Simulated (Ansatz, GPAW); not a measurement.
## Screening of a field by Mg/V(100)

How does Mg/V(100) screen a perpendicular field?

Method: Ansatz plane waves; slab in vacuum with a dipole correction, relaxation, in the first sound run; inputs show where later runs differ, in GPAW 26.7.0 and Ansatz 0.2.0.

Most raw output is cut from this account.

**1. The structure**

The cell holds 6 atoms: 5 V and 1 Mg. Cell: a = 3.020 Å, b = 3.020 Å, c = 22.269 Å, α = 90.0°, β = 90.0°, γ = 90.0°. Vacuum lies along c.

**2. Relaxing the atoms**

The atoms are relaxed first, since the surface dipole, and with it the work function, follows the positions of the outer layers. The lowest 3 atoms are held at bulk positions and keep their forces.

The input, input.yaml:

```yaml
crystal:
  lattice:
    - [3.02, 0.0, 0.0]
    - [0.0, 3.02, 0.0]
    - [0.0, 0.0, 22.2692081554]
  atoms:
    - { symbol: V, position: [0.0, 0.0, 0.3143353796] }
    - { symbol: V, position: [0.5, 0.5, 0.3821420115] }
    - { symbol: V, position: [0.0, 0.0, 0.4499486434] }
    - { symbol: V, position: [0.5, 0.5, 0.5177552753] }
    - { symbol: V, position: [0.0, 0.0, 0.5855619072] }
    - { symbol: Mg, position: [0.5, 0.5, 0.6856646204] }
kpoints:
  mp_grid: { grid: [10, 10, 1] }
hamiltonian:
  xc: pbe
scf:
  occupations: { method: fermi_dirac, width: 0.1 }
efield:
  axis: 3
  dipole_correction: true
  ramp_width: 0.05
relax:
  f_tol: 0.02
  max_steps: 60
  constraints: [{ sites: [0, 1, 2] }]
output:
  write_potential: true
  write_density: true
  volumetric_format: npy
```

Command:

```sh
> ansatz run input.yaml --threads 4 --pin off --max-ram 8192MiB --backend cpu --events-out ev --progress --plain --runs-dir out
```

It took 16 s on 4 threads of Intel Xeon Platinum 8375C at 2.90GHz (Ice Lake), shared host; peak memory 0.68 GiB; 62 s of CPU time.

This run has no spin polarisation, although V can carry a moment.

Step by step:

| step | energy less that of the first step (eV) | largest force component (eV/Å) |
| --- | --- | --- |
| 1 | 0.0000 | 0.5751 |
| 2 | -0.1140 | 0.3752 |
| 3 | -0.1728 | 0.1103 |
| 4 | -0.1720 | 0.1737 |
| 5 | -0.1788 | 0.0129 |

Relaxation step 4 was tried and not accepted.

The run keeps the 8 symmetry operations that it works with, so distortions that break them were not tested.

The atoms that moved most (Å):

| atom | dx | dy | dz | length |
| --- | --- | --- | --- | --- |
| Mg6 | 0.000 | 0.000 | -0.451 | 0.451 |
| V5 | 0.000 | 0.000 | -0.200 | 0.200 |
| V4 | 0.000 | 0.000 | 0.010 | 0.010 |

The relaxed structure:

```xyz
6
Lattice="3.0200 0.0000 0.0000 0.0000 3.0200 0.0000 0.0000 0.0000 22.2692" Properties=species:S:1:pos:R:3
V     0.0000    0.0000    7.0000
V     1.5100    1.5100    8.5100
V     0.0000    0.0000   10.0200
V     1.5100    1.5100   11.5400
V     0.0000    0.0000   12.8401
Mg    1.5100    1.5100   14.8186
```

This step gave:

| Quantity | Value |
| --- | --- |
| free energy | -16483.5895 eV |
| smearing term TS | 0.2857 eV |
| symmetry operations | 8 |
| upper work function | 3.279 eV |
| lower work function | 3.847 eV |
| dipole along the normal | 0.02864 e·Å |
| dipole field | 0.02552 V/Å |
| vacuum level above | 7.571 eV |
| vacuum level below | 8.140 eV |

Table of electrostatic potential energy of an electron (with the applied field's), less the Fermi level, planar mean by z:

| z (Å) | electrostatic potential energy of an electron (with the applied field's), less the Fermi level, planar mean (eV) |
| --- | --- |
| 0.0 | 3.56 |
| 0.5 | 3.81 |
| 1.0 | 3.85 |
| 1.5 | 3.85 |
| 2.0 | 3.85 |
| 2.5 | 3.84 |
| 3.0 | 3.84 |
| 3.5 | 3.83 |
| 4.0 | 3.79 |
| 4.5 | 3.67 |
| 5.0 | 3.36 |
| 5.5 | 2.49 |
| 6.0 | 0.0450 |
| 6.5 | -6.31 |
| 7.0 | -8.70 |
| 7.5 | -7.64 |
| 8.0 | -7.32 |
| 8.5 | -8.47 |
| 9.0 | -7.54 |
| 9.5 | -7.39 |
| 10.0 | -8.50 |
| 10.5 | -7.55 |
| 11.0 | -7.16 |
| 11.5 | -8.64 |
| 12.0 | -9.58 |
| 12.5 | -9.49 |
| 13.0 | -8.35 |
| 13.5 | -4.43 |
| 14.0 | -1.69 |
| 14.5 | -7.76 |
| 15.0 | -9.89 |
| 15.5 | -2.28 |
| 16.0 | 1.15 |
| 16.5 | 2.52 |
| 17.0 | 3.02 |
| 17.5 | 3.19 |
| 18.0 | 3.25 |
| 18.5 | 3.27 |
| 19.0 | 3.28 |
| 19.5 | 3.28 |
| 20.0 | 3.28 |
| 20.5 | 3.28 |
| 21.0 | 3.28 |
| 21.5 | 3.28 |
| 22.0 | 3.43 |

The valence density, planar mean oscillates, so the rows of the table below give means over windows of 0.5 Å about each position, cut where the curve ends. Its maxima inside the range that stand out by 2 % of the span (Å: e/Å³): 6.98: 1.49, 8.46: 1.50, 9.95: 1.49, 11.58: 1.53, 12.77: 1.50, 14.85: 1.48. Its minima: 7.72: 0.430, 9.20: 0.432, 10.84: 0.424, 12.17: 0.626, 13.96: 0.154.

Valence density, planar mean against z; means over each step:

z (Å), valence density, planar mean (e/Å³) and a bar:
```
      2.5       0.00 
      3.0       0.00 
      3.5       0.00 
      4.0       0.00 
      4.5       0.00 
      5.0       0.01 
      5.5       0.03 #
      6.0       0.10 ##
      6.5       0.62 #############
      7.0       1.35 #############################
      7.5       0.73 ################
      8.0       0.73 ################
      8.5       1.38 ##############################
      9.0       0.74 ################
      9.5       0.71 ###############
     10.0       1.38 ##############################
     10.5       0.75 ################
     11.0       0.68 ###############
     11.5       1.40 ##############################
     12.0       0.89 ###################
     12.5       1.05 ######################
     13.0       1.27 ###########################
     13.5       0.41 #########
     14.0       0.17 ####
     14.5       0.78 #################
     15.0       1.05 #######################
     15.5       0.16 ###
     16.0       0.04 #
     16.5       0.02 
     17.0       0.01 
     17.5       0.00 
     18.0       0.00 
     18.5       0.00 
     19.0       0.00
```

The relaxation lowered the energy of the cell by 0.179 eV.

**3. Plane waves, PBE**

The work function is the vacuum plateau of the electrostatic potential less the Fermi level; a dipole layer lets the two faces have plateaus of their own.

This step: GPAW, PAW setups; slab in vacuum (GPAW 26.7.0).

The input, run.py:

```python
import json
import numpy as np
from ase import Atoms
from gpaw import GPAW, PW

slab = Atoms(
    ['V', 'V', 'V', 'V', 'V', 'Mg'],
    positions=[
        [0.00000, 0.00000, 7.00000],
        [1.51000, 1.51000, 8.51000],
        [0.00000, 0.00000, 10.02000],
        [1.51000, 1.51000, 11.53999],
        [-0.00000, 0.00000, 12.84011],
        [1.51000, 1.51000, 14.81859]],
    cell=[[3.02, 0.0, 0.0], [0.0, 3.02, 0.0], [0.0, 0.0, 22.26921]],
    pbc=[True, True, False])

slab.calc = GPAW(mode=PW(400), xc='PBE', kpts={'size': (10, 10, 1), 'gamma': True},
                 occupations={'name': 'fermi-dirac', 'width': 0.1}, nbands='200%',
                 convergence={'density': 1e-05}, maxiter=200,
                 poissonsolver={'dipolelayer': 'xy'},
                 symmetry={'tolerance': 1e-3}, txt='slab.txt')
result = {}
energy = slab.get_potential_energy()
fermi = slab.calc.get_fermi_level()
v = slab.calc.get_electrostatic_potential().mean((0, 1)) - fermi
n = slab.calc.get_pseudo_density().mean((0, 1))
L = slab.cell[2, 2]
z = np.arange(len(v)) * L / len(v)
low, high = slab.positions[:, 2].min(), slab.positions[:, 2].max()
below, above = np.interp([low - 4.8, high + 4.8], z, v)
slopes = [np.interp(x, z, np.gradient(v, z)) for x in (low - 4.8, high + 4.8)]
eps = np.array([[slab.calc.get_eigenvalues(k, s) for k in range(len(slab.calc.get_ibz_k_points()))]
                for s in range(slab.calc.get_number_of_spins())]) - fermi
top, bottom = eps[eps < 0].max(), eps[eps > 0].min()
dipole = slab.get_dipole_moment()[2]
print(f'energy {energy:.4f} eV, Fermi level {fermi:.4f} eV, dipole {dipole:.5f} e A')
print(f'potential 4.8 A off the faces, from the Fermi level: lower {below:.4f} eV, upper {above:.4f} eV')
print(f'slope of the potential there: lower {slopes[0]:.5f}, upper {slopes[1]:.5f} eV/A')
print(f'nearest levels on the mesh: {top:.4f} and {bottom:.4f} eV')
print('magnetic moment', round(slab.get_magnetic_moment(), 3))
result.update(energy=energy, fermi=fermi, dipole=dipole, below=below, above=above, slopes=slopes, edges=[top, bottom],
              z=z.tolist(), v=v.tolist(), n=n.tolist(), positions=slab.positions.tolist(),
              forces=slab.get_forces(apply_constraint=False).tolist(), moments=slab.get_magnetic_moments().tolist())
json.dump(result, open('result.json', 'w'))
```

Command:

```sh
> OMP_NUM_THREADS=1 OPENBLAS_NUM_THREADS=1 python run.py
```

Wall time 2.7 min (1 thread); peak memory 0.28 GiB.

Numbers from this step:

```yaml
dipole_along_the_normal: 0.02858 e·Å
levels_nearest_the_fermi_level_on_the_mesh: -0.01055, 0.004301 eV from the Fermi level
lower_work_function: 3.846 eV
```

The electrostatic potential energy of an electron (without an applied field's), less the Fermi level, planar mean oscillates, so the rows of the table below give means over windows of 0.5 Å about each position, cut where the curve ends. Its maxima inside the range that stand out by 2 % of the span (Å: eV): 7.74: -5.53, 9.23: -5.60, 10.82: -5.44, 12.20: -8.50, 13.89: -1.41. Its minima: 7.00: -13.6, 8.48: -13.4, 10.07: -13.4, 11.56: -13.7, 12.83: -13.8, 14.85: -9.19.

The electrostatic potential energy of an electron (without an applied field's), less the Fermi level, planar mean by z; means over each step:

z (Å), electrostatic potential energy of an electron (without an applied field's), less the Fermi level, planar mean (eV) and a bar from the least value:
```
      0.0        3.7 ##############################
      0.5        3.8 ##############################
      1.0        3.8 ##############################
      1.5        3.8 ##############################
      2.0        3.8 ##############################
      2.5        3.8 ##############################
      3.0        3.8 ##############################
      3.5        3.8 ##############################
      4.0        3.8 ##############################
      4.5        3.7 ##############################
      5.0        3.3 #############################
      5.5        2.4 ###########################
      6.0        0.0 #######################
      6.5       -6.4 ###########
      7.0      -12.7 
      7.5       -7.9 #########
      8.0       -7.5 #########
      8.5      -12.5 
      9.0       -7.9 #########
      9.5       -7.5 #########
     10.0      -12.6 
     10.5       -8.0 #########
     11.0       -7.2 ##########
     11.5      -12.7 
     12.0       -9.9 #####
     12.5      -11.1 ###
     13.0      -11.8 ##
     13.5       -4.0 ################
     14.0       -2.0 ###################
     14.5       -6.4 ############
     15.0       -7.8 #########
     15.5       -2.3 ###################
     16.0        1.1 #########################
     16.5        2.5 ############################
     17.0        3.0 ############################
     17.5        3.2 #############################
     18.0        3.3 #############################
     18.5        3.3 #############################
     19.0        3.3 #############################
     19.5        3.3 #############################
     20.0        3.3 #############################
     20.5        3.3 #############################
     21.0        3.3 #############################
     21.5        3.3 #############################
     22.0        3.3 #############################
```

The pseudo valence density, planar mean oscillates, so the rows of the table below give means over windows of 1.48 Å about each position, cut where the curve ends. Its maxima inside the range that stand out by 2 % of the span (Å: e/Å³): 7.0: 1.68, 8.5: 1.69, 10.0: 1.68, 11.5: 1.65, 12.9: 1.61, 14.8: 1.52. Its minima: 7.8: 0.422, 9.3: 0.402, 10.8: 0.388, 12.3: 0.595, 14.0: 0.154.

The pseudo valence density, planar mean by z; means over each step:

| z (Å) | pseudo valence density, planar mean (e/Å³) |
| --- | --- |
| 2.22 | 5.2e-5 |
| 3.70 | 0.00116 |
| 5.18 | 0.0228 |
| 6.66 | 0.804 |
| 8.14 | 0.947 |
| 9.62 | 0.943 |
| 11.10 | 0.949 |
| 12.58 | 1.04 |
| 14.06 | 0.469 |
| 15.54 | 0.375 |
| 17.02 | 0.00910 |
| 18.50 | 3.9e-4 |
| 19.98 | 1.4e-5 |

Force by atom:

| atom | x (eV/Å) | y (eV/Å) | z (eV/Å) | size |
| --- | --- | --- | --- | --- |
| V1 | 0.00 | 0.00 | 1.13 | 1.13 |
| V2 | 0.00 | 0.00 | -0.94 | 0.94 |
| V3 | 0.00 | 0.00 | -0.23 | 0.23 |
| V4 | 0.00 | 0.00 | -0.03 | 0.03 |
| V5 | 0.00 | 0.00 | 0.09 | 0.09 |
| Mg6 | 0.00 | 0.00 | -0.01 | 0.01 |

The potential is flat to 0.003 eV/Å where it is read, so the vacuum is wide enough. The geometry is the other program's minimum; here the largest force on a free atom is 0.090 eV/Å.

**4. In a field**

A uniform field along the normal polarises the slab; the atoms stay fixed, so this is the electronic response alone.

Edit run.py of step 3 so:

```diff
@@ -4,2 +4,3 @@
 from gpaw import GPAW, PW
+from gpaw.external import ConstantElectricField
 
@@ -21,2 +22,3 @@
                  poissonsolver={'dipolelayer': 'xy'},
+                 external=ConstantElectricField(-0.2, [0, 0, 1]),
                  symmetry={'tolerance': 1e-3}, txt='slab.txt')
```

The job ended after 6.6 min (1 thread; peak memory 0.5 GiB).

Numbers from this step:

| Quantity | Value |
| --- | --- |
| dipole along the normal | -0.09273 e·Å |
| levels nearest the Fermi level on the mesh | -0.02261, 0.004387 eV from the Fermi level |
| potential below the slab, the applied field's own ramp left out | 2.578 eV from the Fermi level |
| potential above the slab, the applied field's own ramp left out | 4.417 eV from the Fermi level |

The electrostatic potential energy of an electron (without an applied field's), less the Fermi level, planar mean oscillates, so the rows of the table below give means over windows of 0.5 Å about each position, cut where the curve ends. Its maxima inside the range that stand out by 2 % of the span (Å: eV): 7.74: -6.21, 9.23: -5.98, 10.82: -5.50, 12.20: -8.29, 13.89: -0.863, 21.53: 4.42. Its minima: 7.00: -14.5, 8.48: -13.9, 9.97: -13.6, 11.56: -13.6, 12.83: -13.5, 14.85: -8.45.

Table of electrostatic potential energy of an electron (without an applied field's), less the Fermi level, planar mean by z; means over each step:

z (Å), electrostatic potential energy of an electron (without an applied field's), less the Fermi level, planar mean (eV) and a bar from the least value:
```
      0.0        3.2 ############################
      0.5        2.6 ###########################
      1.0        2.6 ###########################
      1.5        2.6 ###########################
      2.0        2.6 ###########################
      2.5        2.6 ###########################
      3.0        2.6 ###########################
      3.5        2.6 ###########################
      4.0        2.5 ###########################
      4.5        2.4 ###########################
      5.0        2.1 ##########################
      5.5        1.3 #########################
      6.0       -1.1 #####################
      6.5       -7.3 ##########
      7.0      -13.5 
      7.5       -8.6 ########
      8.0       -8.2 #########
      8.5      -13.0 #
      9.0       -8.3 #########
      9.5       -7.8 #########
     10.0      -12.8 #
     10.5       -8.1 #########
     11.0       -7.2 ###########
     11.5      -12.6 #
     12.0       -9.7 ######
     12.5      -10.9 ####
     13.0      -11.4 ####
     13.5       -3.6 #################
     14.0       -1.4 ####################
     14.5       -5.7 #############
     15.0       -7.0 ###########
     15.5       -1.4 ####################
     16.0        2.0 ##########################
     16.5        3.5 #############################
     17.0        4.1 #############################
     17.5        4.3 ##############################
     18.0        4.4 ##############################
     18.5        4.4 ##############################
     19.0        4.4 ##############################
     19.5        4.4 ##############################
     20.0        4.4 ##############################
     20.5        4.4 ##############################
     21.0        4.4 ##############################
     21.5        4.4 ##############################
     22.0        4.2 ##############################
```

Force by atom:

| atom | x (eV/Å) | y (eV/Å) | z (eV/Å) | size |
| --- | --- | --- | --- | --- |
| V1 | 0.00 | 0.00 | 1.14 | 1.14 |
| V2 | 0.00 | 0.00 | -0.95 | 0.95 |
| V3 | 0.00 | 0.00 | -0.24 | 0.24 |
| V4 | 0.00 | 0.00 | -0.03 | 0.03 |
| V5 | 0.00 | 0.00 | 0.08 | 0.08 |
| Mg6 | 0.00 | 0.00 | -0.01 | 0.01 |

The dipole is now -0.0927 e Å, against 0.029 in the run without a field.

**5. In a field**

Edit run.py of step 4 so:

```diff
@@ -22,3 +22,3 @@
                  poissonsolver={'dipolelayer': 'xy'},
-                 external=ConstantElectricField(-0.2, [0, 0, 1]),
+                 external=ConstantElectricField(-0.1, [0, 0, 1]),
                  symmetry={'tolerance': 1e-3}, txt='slab.txt')
```

It took 7.1 min on 1 thread; peak memory 0.5 GiB.

This step gave:

- dipole along the normal: -0.03202 e·Å
- levels nearest the Fermi level on the mesh: -0.02174, 0.004312 eV from the Fermi level
- potential below the slab, the applied field's own ramp left out: 3.209 eV from the Fermi level
- potential above the slab, the applied field's own ramp left out: 3.845 eV from the Fermi level

The electrostatic potential energy of an electron (without an applied field's), less the Fermi level, planar mean oscillates, so the rows of the table below give means over windows of 1 Å about each position, cut where the curve ends. Its maxima inside the range that stand out by 2 % of the span (Å: eV): 7.7: -5.87, 9.2: -5.79, 10.8: -5.47, 12.2: -8.40, 13.9: -1.14. Its minima: 7.0: -14.0, 8.5: -13.7, 10.0: -13.5, 11.6: -13.6, 12.8: -13.6, 14.8: -8.82.

The electrostatic potential energy of an electron (without an applied field's), less the Fermi level, planar mean by z; means over each step:

| z (Å) | electrostatic potential energy of an electron (without an applied field's), less the Fermi level, planar mean (eV) |
| --- | --- |
| 0 | 3.33 |
| 1 | 3.21 |
| 2 | 3.21 |
| 3 | 3.20 |
| 4 | 3.15 |
| 5 | 2.67 |
| 6 | -1.06 |
| 7 | -11.3 |
| 8 | -8.76 |
| 9 | -8.85 |
| 10 | -11.0 |
| 11 | -8.24 |
| 12 | -10.6 |
| 13 | -10.2 |
| 14 | -2.55 |
| 15 | -6.36 |
| 16 | 1.32 |
| 17 | 3.51 |
| 18 | 3.81 |
| 19 | 3.84 |
| 20 | 3.85 |
| 21 | 3.85 |
| 22 | 3.80 |

Force by atom:

| atom | x (eV/Å) | y (eV/Å) | z (eV/Å) | size |
| --- | --- | --- | --- | --- |
| V1 | 0.00 | 0.00 | 1.14 | 1.14 |
| V2 | 0.00 | 0.00 | -0.94 | 0.94 |
| V3 | 0.00 | 0.00 | -0.24 | 0.24 |
| V4 | 0.00 | 0.00 | -0.03 | 0.03 |
| V5 | 0.00 | 0.00 | 0.09 | 0.09 |
| Mg6 | 0.00 | 0.00 | -0.01 | 0.01 |

The dipole is now -0.0320 e Å, against 0.029 in the run without a field.

**6. In a field**

Edit run.py of step 5 so:

```diff
@@ -22,3 +22,3 @@
                  poissonsolver={'dipolelayer': 'xy'},
-                 external=ConstantElectricField(-0.1, [0, 0, 1]),
+                 external=ConstantElectricField(-0.05, [0, 0, 1]),
                  symmetry={'tolerance': 1e-3}, txt='slab.txt')
```

Elapsed: 6.9 min, on 1 thread; peak memory 0.5 GiB.

[end of part 1 of 2]

[Logs are printed without paths, hosts, clocks, repeated set-up lines and the standing remarks that a program may print on its own settings, such as how far it seeks lower states.]

[Hosts, paths, dates, database ids (printed as entryN), source tags and the programs' standing remarks are cut or masked in the printed files.]
